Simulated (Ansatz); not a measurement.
# How fast states decay through CaPbI2F2

A new crystal, CaPbI2F2: structure, gap and complex bands. It is built by putting Ca for part of the Pb in the PbIF structure of space group P4/nmm, with the volume rescaled by atomic radii. The parent structure comes from the Materials Project.

Calculated with Ansatz 0.2.0; r2SCAN DFT, plane waves, PAW files, in the first sound run; inputs show where later runs differ.

The structure was built from a prototype and need not be the compound's stable phase.

## 1. The structure

Symmetry: P4mm, No. 99, tetragonal system. The conventional cell has a = 4.359 Å, b = 4.359 Å, c = 9.735 Å, α = 90.00°, β = 90.00°, γ = 90.00°. Nearest to Ca lie 4 F at 2.66 Å and 4 I at 3.50 Å. Nearest to Pb lie 4 F at 2.66 Å and 4 I at 3.50 Å. Nearest to I lie 4 Ca at 3.50 Å. Nearest to I lie 4 Pb at 3.50 Å. Nearest to F lie 2 Pb at 2.66 Å and 2 Ca at 2.66 Å. It derives from PbIF. Ca for part of the Pb in the PbIF structure of space group P4/nmm. Farther neighbours and most contacts between anions are not listed.

## 2. Cell and atoms at rest

The substituted atoms don't fit the parent's cell, so cell and atoms relax together. A small smearing keeps the run stable in case the gap closes on the way.

File input.yaml:

```yaml
crystal:
  lattice:
    - [4.3592897764, 0.0, 0.0]
    - [0.0, 4.3592897764, 0.0]
    - [0.0, 0.0, 9.7353579808]
  atoms:
    - { symbol: Ca, position: [0.0, 0.5, 0.842729] }
    - { symbol: Pb, position: [0.5, 0.0, 0.157271] }
    - { symbol: I, position: [0.5, 0.0, 0.671828] }
    - { symbol: I, position: [0.0, 0.5, 0.328172] }
    - { symbol: F, position: [0.0, 0.0, 0.0] }
    - { symbol: F, position: [0.5, 0.5, 0.0] }
kpoints:
  mp_grid: { grid: [6, 6, 2] }
scf:
  occupations: { method: gaussian, width: 0.03 }
hamiltonian:
  xc: r2scan
output:
  forces: true
  stress: true
relax:
  f_tol: 0.02
  max_steps: 60
  cell: {}
```

Started as:

```
ansatz run input.yaml --threads 2 --pin off --max-ram 4096MiB --backend cpu --events-out ev --progress --plain --runs-dir out
```

Numbers of over 12 decimals in the logs are rounded to 6 here.

Log:

```text
Engine: ansatz 0.2.0, aarch64-unknown-linux-gnu
Pseudopotentials: kind: paw
Pseudopotential: Ca, paw, valence charge 10, recommended cutoff 500 eV (meta_gga), Ca.paw.azcp
Pseudopotential: Pb, paw, valence charge 14, recommended cutoff 500 eV (meta_gga), Pb.paw.azcp
Pseudopotential: I, paw, valence charge 17, recommended cutoff 500 eV (meta_gga), I.paw.azcp
Pseudopotential: F, paw, valence charge 7, recommended cutoff 500 eV (meta_gga), F.paw.azcp
Functional definition: r2SCAN
  parameter k0 = 0.174
  parameter k1 = 0.065
  parameter a1 = 4.9479
  exchange = r2scan_x(k0 = k0, k1 = k1, a1 = a1)
  correlation = r2scan_c
Crystal: 6 atoms, lattice volume = 185.005 Å³
Basis set: ecut = 500 eV, 4715 PW (Γ), exchange–correlation on 128×128×288 points (64 copies of the dense FFT grid, shifted against one another)
Bands: 44, of which v1, the nominal top of the filled ones, is band 36 counted from 1 (35 counted from 0)
Symmetry: 8 space group operations
Space group: P4mm (ITA 99), of the structure as read, at distance tolerance 5.7e-5 Å
k-points: 20 of 72
Non-local potential: Ca, projectors of the file, l = 0: 3, l = 1: 2, l = 2: 2
Non-local potential: Pb, projectors of the file, l = 0: 2, l = 1: 2, l = 2: 2, l = 3: 2
Non-local potential: I, projectors of the file, l = 0: 2, l = 1: 2, l = 2: 2, l = 3: 2
Non-local potential: F, projectors of the file, l = 0: 2, l = 1: 2, l = 2: 1
PAW form: soft (Blöchl's): semilocal exchange-correlation on the pseudo side does not see the compensation charge
PAW frozen core: Ca, regenerated for the run's functional (the file was generated under x = pbe(κ = 0.804, μ = 0.219515), c = pbe(β = 0.066725))
PAW frozen core: Pb, regenerated for the run's functional (the file was generated under x = pbe(κ = 0.804, μ = 0.219515), c = pbe(β = 0.066725))
PAW frozen core: I, regenerated for the run's functional (the file was generated under x = pbe(κ = 0.804, μ = 0.219515), c = pbe(β = 0.066725))
PAW frozen core: F, regenerated for the run's functional (the file was generated under x = pbe(κ = 0.804, μ = 0.219515), c = pbe(β = 0.066725))
PAW one-centre angular grid: Ca, 302 points (default); XC on 160 Gauss nodes
PAW one-centre angular grid: Pb, 590 points (default); XC on 160 Gauss nodes
PAW one-centre angular grid: I, 590 points (default); XC on 160 Gauss nodes
PAW one-centre angular grid: F, 302 points (default); XC on 160 Gauss nodes
Initial density: superposition of atomic densities (neutral atoms: chi_scale 0, normalization atom), corrected by the library's trained network
Initial wavefunctions: pseudopotential atomic-orbital guess
Functional: x = r2scan, c = r2scan; τ floored in thin density (d = 2e-4 eV/Å³)
SCF iter   1: F=—  HF=-30425.574166 eV  |F-HF|=—  |Δ(HF+E_count)|=         —  Δρ=6.41e-3  dr2=8.31e-2  dr2_τ=5.41e-2  ethr=1.77e-3  ⟨swp⟩=10.6  Hψ=4791  notcnv=0  defer=1
preconditioner: auto → Resta (q_TF=auto, 2.331 Å⁻¹)  ε∞=3.0  [insulator: Δε(μ)=2.998 eV  Ē_g=12.227 eV  σ=0.030 eV  W_gap=1.00  n_scr=38 (ndim 8)  ℏωp=17.3 eV  f_vac=0.105  D(μ)=0.00/eV (n_scr^D=0)  ε∞_Penn≈3.0]
SCF iter   2: F=—  HF=-30425.610551 eV  |F-HF|=—  |Δ(HF+E_count)|=   3.64e-2  Δρ=2.91e-3  dr2=1.16e-2  dr2_τ=1.42e-3  ethr=1.15e-4  ⟨swp⟩=3.0  Hψ=1707  notcnv=0  defer=55
SCF iter   3: F=—  HF=-30425.608309 eV  |F-HF|=—  |Δ(HF+E_count)|=   2.24e-3  Δρ=9.80e-4  dr2=2.97e-3  dr2_τ=1.52e-4  ethr=1.61e-5  ⟨swp⟩=2.5  Hψ=1399  notcnv=0  defer=35
automatic band count: iteration 3 solves 43 bands in place of 44: the levels show a gap, and the empty bands left out lie too high to hold charge; the band table lists the bands solved (type scf.n_extra_bands for more)
SCF iter   4: F=—  HF=-30425.607752 eV  |F-HF|=—  |Δ(HF+E_count)|=   5.57e-4  Δρ=3.83e-4  dr2=2.37e-4  dr2_τ=2.09e-5  ethr=4.13e-6  ⟨swp⟩=2.4  Hψ=1393  notcnv=0  defer=35
SCF iter   5: F=—  HF=-30425.607768 eV  |F-HF|=—  |Δ(HF+E_count)|=   1.66e-5  Δρ=9.41e-5  dr2=1.92e-5  dr2_τ=1.16e-6  ethr=3.29e-7  ⟨swp⟩=2.0  Hψ=1322  notcnv=0  defer=35
SCF iter   6: F=—  HF=-30425.607903 eV  |F-HF|=—  |Δ(HF+E_count)|=   1.35e-4  Δρ=3.35e-5  dr2=4.22e-6  dr2_τ=8.51e-8  ethr=2.67e-8  ⟨swp⟩=2.0  Hψ=1483  notcnv=0  defer=35
SCF iter   7: F=—  HF=-30425.607902 eV  |F-HF|=—  |Δ(HF+E_count)|=   6.43e-7  Δρ=9.38e-6  dr2=1.98e-7  dr2_τ=8.67e-9  ethr=5.86e-9  ⟨swp⟩=2.0  Hψ=1521  notcnv=0  defer=35
SCF iter   8: F=-30425.607903 eV  HF=-30425.607903 eV  |F-HF|=1.79e-9  |Δ(HF+E_count)|=   1.01e-7  Δρ=2.80e-6  dr2=1.34e-8  dr2_τ=9.02e-10  ethr=1.39e-10  ⟨swp⟩=4.8  Hψ=3038  notcnv=0
SCF 1 converged in 8 iterations: F = -30425.607903 eV  dr2 = 1.34e-8
  greatest PAW one-centre occupation: 0.999 electrons in one spin orbital (limit 2), on the I atom at site 3 (counted from 0), in its partial waves of l = 2
relax step   1: F+E_penalty+E_count = -30425.60790251 eV  Δ(F+E_penalty+E_count) = +0.000e0 eV  max|allowed force component| = 1.262e0 eV/Å  Δτ_max = 0.0000 Å  P = -5.577 GPa  Ω = 185.005 Å³  (8 SCF iters, dr2 threshold 1.00e-7 eV, accepted)
Crystal: 6 atoms, lattice volume = 170.299 Å³
Basis set: ecut = 500 eV, 4315 PW (Γ), exchange–correlation on 128×128×288 points (64 copies of the dense FFT grid, shifted against one another)
Initial density: handed on by an earlier stage of this run
Initial wavefunctions: those handed on with the density
iter 1 solved again at ethr=5.03e-4 eV; its pass at ethr=3.10e-3 eV (dr2=3.62e-1 eV) is discarded
SCF iter   1: F=—  HF=-30426.696613 eV  |F-HF|=—  |Δ(HF+E_count)|=         —  Δρ=1.44e-2  dr2=3.68e-1  dr2_τ=2.76e0  ethr=5.03e-4  ⟨swp⟩=1.6  Hψ=4954  notcnv=0
automatic band count: iteration 1 solves 41 bands in place of 44: the levels show a gap, and the empty bands left out lie too high to hold charge; the band table lists the bands solved (type scf.n_extra_bands for more)
preconditioner: auto → Resta (q_TF=auto, 2.364 Å⁻¹)  ε∞=3.3  [insulator: Δε(μ)=2.750 eV  Ē_g=11.931 eV  σ=0.030 eV  W_gap=1.00  n_scr=38 (ndim 8)  ℏωp=18.0 eV  f_vac=0.103  D(μ)=0.00/eV (n_scr^D=0)  ε∞_Penn≈3.3]
SCF iter   2: F=—  HF=-30426.295293 eV  |F-HF|=—  |Δ(HF+E_count)|=   4.01e-1  Δρ=6.46e-3  dr2=5.25e-2  dr2_τ=9.30e-3  ethr=5.03e-4  ⟨swp⟩=4.8  Hψ=1708  notcnv=0  defer=2
SCF iter   3: F=—  HF=-30426.288676 eV  |F-HF|=—  |Δ(HF+E_count)|=   6.62e-3  Δρ=2.58e-3  dr2=1.20e-2  dr2_τ=9.67e-4  ethr=7.29e-5  ⟨swp⟩=3.0  Hψ=1583  notcnv=0  defer=20
SCF iter   4: F=—  HF=-30426.288709 eV  |F-HF|=—  |Δ(HF+E_count)|=   3.35e-5  Δρ=9.70e-4  dr2=1.52e-3  dr2_τ=1.21e-4  ethr=1.67e-5  ⟨swp⟩=2.4  Hψ=1408  notcnv=0  defer=20
[...]
Basis set: ecut = 500 eV, 3899 PW (Γ), exchange–correlation on 128×128×288 points (64 copies of the dense FFT grid, shifted against one another)
iter 1 solved again at ethr=2.65e-4 eV; its pass at ethr=3.10e-3 eV (dr2=1.91e-1 eV) is discarded
SCF iter   1: F=—  HF=-30426.533572 eV  |F-HF|=—  |Δ(HF+E_count)|=         —  Δρ=9.88e-3  dr2=1.93e-1  dr2_τ=1.21e0  ethr=2.65e-4  ⟨swp⟩=1.9  Hψ=5116  notcnv=0
automatic band count: iteration 1 solves 41 bands in place of 44: the levels show a gap, and the empty bands left out lie too high to hold charge; the band table lists the bands solved (type scf.n_extra_bands for more)
preconditioner: auto → Resta (q_TF=auto, 2.406 Å⁻¹)  ε∞=3.3  [insulator: Δε(μ)=2.856 eV  Ē_g=12.471 eV  σ=0.030 eV  W_gap=1.00  n_scr=38 (ndim 8)  ℏωp=19.0 eV  f_vac=0.101  D(μ)=0.00/eV (n_scr^D=0)  ε∞_Penn≈3.3]
SCF iter   2: F=—  HF=-30426.375231 eV  |F-HF|=—  |Δ(HF+E_count)|=   1.58e-1  Δρ=4.41e-3  dr2=3.75e-2  dr2_τ=2.78e-3  ethr=2.65e-4  ⟨swp⟩=3.9  Hψ=1563  notcnv=0  defer=1
SCF iter   3: F=—  HF=-30426.366045 eV  |F-HF|=—  |Δ(HF+E_count)|=   9.19e-3  Δρ=1.82e-3  dr2=8.38e-3  dr2_τ=4.09e-4  ethr=5.20e-5  ⟨swp⟩=3.2  Hψ=1531  notcnv=0  defer=20
SCF iter   4: F=—  HF=-30426.364048 eV  |F-HF|=—  |Δ(HF+E_count)|=   2.00e-3  Δρ=6.85e-4  dr2=9.28e-4  dr2_τ=5.51e-5  ethr=1.16e-5  ⟨swp⟩=2.5  Hψ=1348  notcnv=0  defer=20
SCF iter   5: F=—  HF=-30426.364002 eV  |F-HF|=—  |Δ(HF+E_count)|=   4.65e-5  Δρ=1.98e-4  dr2=5.55e-5  dr2_τ=4.91e-6  ethr=1.29e-6  ⟨swp⟩=2.0  Hψ=1258  notcnv=0  defer=20
SCF iter   6: F=—  HF=-30426.364145 eV  |F-HF|=—  |Δ(HF+E_count)|=   1.43e-4  Δρ=5.33e-5  dr2=5.02e-6  dr2_τ=2.22e-7  ethr=7.71e-8  ⟨swp⟩=2.0  Hψ=1246  notcnv=0  defer=19
SCF iter   7: F=-30426.364149 eV  HF=-30426.364149 eV  |F-HF|=1.46e-8  |Δ(HF+E_count)|=   4.18e-6  Δρ=1.37e-5  dr2=3.11e-7  dr2_τ=2.00e-8  ethr=8.33e-10  ⟨swp⟩=4.0  Hψ=3538  notcnv=0
SCF 3 converged in 7 iterations: F = -30426.364149 eV  dr2 = 3.11e-7
relax step   3: F+E_penalty+E_count = -30426.36414925 eV  Δ(F+E_penalty+E_count) = -7.513e-2 eV  max|allowed force component| = 4.316e-1 eV/Å  Δτ_max = 0.1038 Å  P = +2.330 GPa  Ω = 153.238 Å³  energy of the carried Pulay correction = +6.818e-3 eV  (7 SCF iters, dr2 threshold 6.00e-7 eV, accepted)
[...]
relax step   4: F+E_penalty+E_count = -30426.43978246 eV  Δ(F+E_penalty+E_count) = -7.563e-2 eV  max|allowed force component| = 6.535e-2 eV/Å  Δτ_max = 0.1059 Å  P = -0.339 GPa  Ω = 158.265 Å³  energy of the carried Pulay correction = +5.654e-3 eV  (7 SCF iters, dr2 threshold 6.00e-7 eV, accepted)
[...]
relax step   5: F+E_penalty+E_count = -30426.44186286 eV  Δ(F+E_penalty+E_count) = -2.080e-3 eV  max|allowed force component| = 1.039e-2 eV/Å  Δτ_max = 0.0214 Å  P = -0.016 GPa  Ω = 157.829 Å³  energy of the carried Pulay correction = +5.754e-3 eV  (6 SCF iters, dr2 threshold 3.59e-7 eV, accepted)
Basis set: ecut = 500 eV, 4003 PW (Γ), exchange–correlation on 120×120×288 points (64 copies of the dense FFT grid, shifted against one another)
Initial wavefunctions: pseudopotential atomic-orbital guess (no wavefunctions were taken with the density)
iter 1 solved again at ethr=2.24e-7 eV; its pass at ethr=3.10e-3 eV (dr2=1.61e-4 eV) is discarded
SCF iter   1: F=—  HF=-30426.434436 eV  |F-HF|=—  |Δ(HF+E_count)|=         —  Δρ=3.84e-4  dr2=2.16e-5  dr2_τ=9.03e-5  ethr=2.24e-7  ⟨swp⟩=3.1  Hψ=7279  notcnv=0
preconditioner: auto → Resta (q_TF=auto, 2.394 Å⁻¹)  ε∞=3.0  [insulator: Δε(μ)=2.753 eV  Ē_g=13.073 eV  σ=0.030 eV  W_gap=1.00  n_scr=38 (ndim 8)  ℏωp=18.7 eV  f_vac=0.090  D(μ)=0.00/eV (n_scr^D=0)  ε∞_Penn≈3.0]
SCF iter   2: F=—  HF=-30426.434490 eV  |F-HF|=—  |Δ(HF+E_count)|=   5.43e-5  Δρ=1.96e-4  dr2=6.70e-6  dr2_τ=1.19e-5  ethr=2.99e-8  ⟨swp⟩=2.0  Hψ=1260  notcnv=0
SCF iter   3: F=—  HF=-30426.434506 eV  |F-HF|=—  |Δ(HF+E_count)|=   1.57e-5  Δρ=5.38e-5  dr2=2.23e-6  dr2_τ=4.23e-7  ethr=9.30e-9  ⟨swp⟩=2.0  Hψ=1353  notcnv=0
SCF iter   4: F=—  HF=-30426.434506 eV  |F-HF|=—  |Δ(HF+E_count)|=   3.13e-7  Δρ=5.44e-6  dr2=3.21e-8  dr2_τ=5.34e-9  ethr=3.10e-9  ⟨swp⟩=2.0  Hψ=1264  notcnv=0
SCF iter   5: F=—  HF=-30426.434506 eV  |F-HF|=—  |Δ(HF+E_count)|=   1.37e-8  Δρ=1.41e-6  dr2=1.68e-9  dr2_τ=4.63e-10  ethr=4.46e-11  ⟨swp⟩=2.0  Hψ=1380  notcnv=0
SCF iter   6: F=—  HF=-30426.434506 eV  |F-HF|=—  |Δ(HF+E_count)|=  3.27e-10  Δρ=2.37e-7  dr2=8.30e-11  dr2_τ=1.53e-11  ethr=2.33e-12  ⟨swp⟩=2.0  Hψ=1380  notcnv=0
SCF iter   7: F=-30426.434506 eV  HF=-30426.434506 eV  |F-HF|=0.00e0  |Δ(HF+E_count)|=  5.82e-11  Δρ=5.06e-8  dr2=4.45e-12  dr2_τ=4.97e-13  ethr=1.00e-12  ⟨swp⟩=5.0  Hψ=2953  notcnv=0
SCF 6 converged in 7 iterations: F = -30426.434506 eV  dr2 = 4.45e-12
relax step   6: F+E_penalty+E_count = -30426.43450594 eV  Δ(F+E_penalty+E_count) = +7.357e-3 eV  max|allowed force component| = 9.541e-3 eV/Å  Δτ_max = 0.0000 Å  P = +0.001 GPa  Ω = 157.829 Å³  stress off target by 2.64e-2 GPa  SCF on the basis re-selected at this cell (its energy is not comparable with the rows above)  (7 SCF iters)
basis re-selected at this cell: Δ(F+E_penalty+E_count) = +7.357e-3 eV, ΔP = +0.017 GPa vs the last step (what re-selecting the basis moved, of the pressure what is left beyond the Pulay correction that the steps carried, after the strain that the cell walked since its last selection, with what the two solves' SCF thresholds leave and, on support functions, any second-order correction that the steps lacked; it is no measure of the basis error at this ecutwfc). The dense FFT grid was sized anew with the basis: this SCF ran on 30×30×72 points, the steps before it on 32×32×72, so part of this shift can come from that change (see relax.cell in the input reference). [rest of the remark cut]
SCF converged after 7 iterations
Free energy (F): -30426.434506 eV
Harris-Foulkes:  -30426.434506 eV  (|F-HF|=0.00e0)
Internal energy: -30426.434506 eV  (E = F + TS)
E sigma→0 (E₀):  -30426.434506 eV
Fermi energy:    7.186777 eV
--- Per-component energies (eV) ---
  E_band       = -1083.085982
  E_kinetic    = 1357.074889
  E_local      = -7591.430406  (includes V_loc(G=0)·N_el)
  E_nonlocal   = 378.251295
  E_hartree    = 3481.230143
  E_xc         = -747.773391
  E_vxc        = -853.151433  (∫ρ·V_xc dr)
  E_paw        = -21376.909423  (= ΣΔE_a)
  E_vpaw       = -1391.706115  (= ΣTr[D̂ρ^β])
  E_aug_tail   = 0.001972  (compensation charges beyond the density's cutoff)
  E_vtau       = 55.413586  (kinetic-family band-sum trace: ∫τ·v_τ [+ j·A + Jᵃ·Aᵃ] dr)
  E_ewald      = -5927.707746
  E_core_change = 0.828160  (= ΣΔE_core)
  E_smearing   = -0.000000  (= −TS)
  E_closure    = -0.000000  (closes the sum)
  Σ components = -30426.434506   (vs F -30426.434506, Δ=0.00e0)
--- Forces (eV/Å), atoms counted from 1 ---
  atom   1  Ca     0.00000000     0.00000000     0.00430868
  atom   2  Pb    -0.00000000    -0.00000000    -0.00849266
  atom   3  I     -0.00000000    -0.00000000    -0.00444967
  atom   4  I      0.00000000     0.00000000     0.00954126
  atom   5  F     -0.00000000     0.00000000    -0.00045224
  atom   6  F      0.00000000    -0.00000000    -0.00045224
  max |Σ_I F_I| component: 3.14e-6 eV/Å
--- Stress (GPa, compression-positive) ---
       -0.011912       0.000000       0.000000
        0.000000      -0.011912      -0.000000
        0.000000      -0.000000       0.026404
  P = ⅓ Tr σ = 0.0009 GPa (0.009 kbar)
--- Relaxed structure (5 steps of the walk, 5 accepted, 1 SCFs on fresh bases) ---
  F+E_penalty+E_count = -30426.43450594 eV   max|allowed force component| = 9.541e-3 eV/Å   (the final SCF, on the basis selected at the relaxed cell)
  cell:  # Å, volume = 157.8289 Å³
    - [4.107039, 0.0, 0]
    - [0.0, 4.107039, 0.0]
    - [0, 0.0, 9.356833]
  atoms:
    - { symbol: Ca, position: [0, 0.5, 0.861871] }
    - { symbol: Pb, position: [0.5, 0.0, 0.151610] }
    - { symbol: I, position: [0.5, 0.0, 0.684151] }
    - { symbol: I, position: [0, 0.5, 0.324930] }
    - { symbol: F, position: [0, 0.0, -0.011281] }
    - { symbol: F, position: [0.5, 0.5, -0.011281] }
```

Wall time 62 s (2 threads of Arm Neoverse V2, shared host); peak memory 0.75 GiB.

The steps of the relaxation:

```tsv
step	energy less that of the first step (eV)	largest force component (eV/Å)	pressure (GPa)	volume (Å³)
1	0.0000	1.2622	-5.58	185.00
2	-0.6811	0.3993	-2.75	170.30
3	-0.7562	0.4316	2.33	153.24
4	-0.8319	0.0654	-0.34	158.27
5	-0.8340	0.0104	-0.02	157.83
6*	-0.8266	0.0095	0.00	157.83
```

Relaxation steps marked * repeat the geometry before them on a plane-wave basis chosen anew for their cell, so energy and pressure can jump there.

The run keeps the 8 symmetry operations that it works with, so distortions that break them were not tested.

```tsv
conventional cell, symmetrised	before	after	change
a (Å)	4.359	4.107	-5.8 %
b (Å)	4.359	4.107	-5.8 %
c (Å)	9.735	9.357	-3.9 %
volume (Å³/atom)	30.83	26.30	-14.7 %
```

The atoms that moved most (Å, as changes of fractional coordinates times the final cell):

```tsv
atom	dx	dy	dz	length
Ca1	0.000	0.000	0.179	0.179
I3	0.000	0.000	0.115	0.115
F6	0.000	0.000	-0.106	0.106
F5	0.000	0.000	-0.106	0.106
Pb2	0.000	0.000	-0.053	0.053
I4	0.000	0.000	-0.030	0.030
```

Final coordinates:

```xyz
6
Lattice="4.1070 0.0000 0.0000 0.0000 4.1070 0.0000 0.0000 0.0000 9.3568" Properties=species:S:1:pos:R:3 pbc="T T T"
Ca    0.0000    2.0535    8.0644
Pb    2.0535    0.0000    1.4186
I     2.0535    0.0000    6.4015
I     0.0000    2.0535    3.0403
F     0.0000    0.0000   -0.1056
F     2.0535    2.0535   -0.1056
```

This step gave:

* free energy: -30426.4345 eV
* Fermi energy: 7.187 eV
* pressure: 8.60e-4 GPa

The largest force component on a free atom ends at 0.0095 eV/Å.

[end of part 1 of 3]

[Logs are printed without paths, hosts, clocks, repeated set-up lines and the standing remarks that a program may print on its own settings, such as how far it seeks lower states.]

[Hosts, paths, dates, database ids (printed as entryN), source tags and the programs' standing remarks are cut or masked in the printed files.]
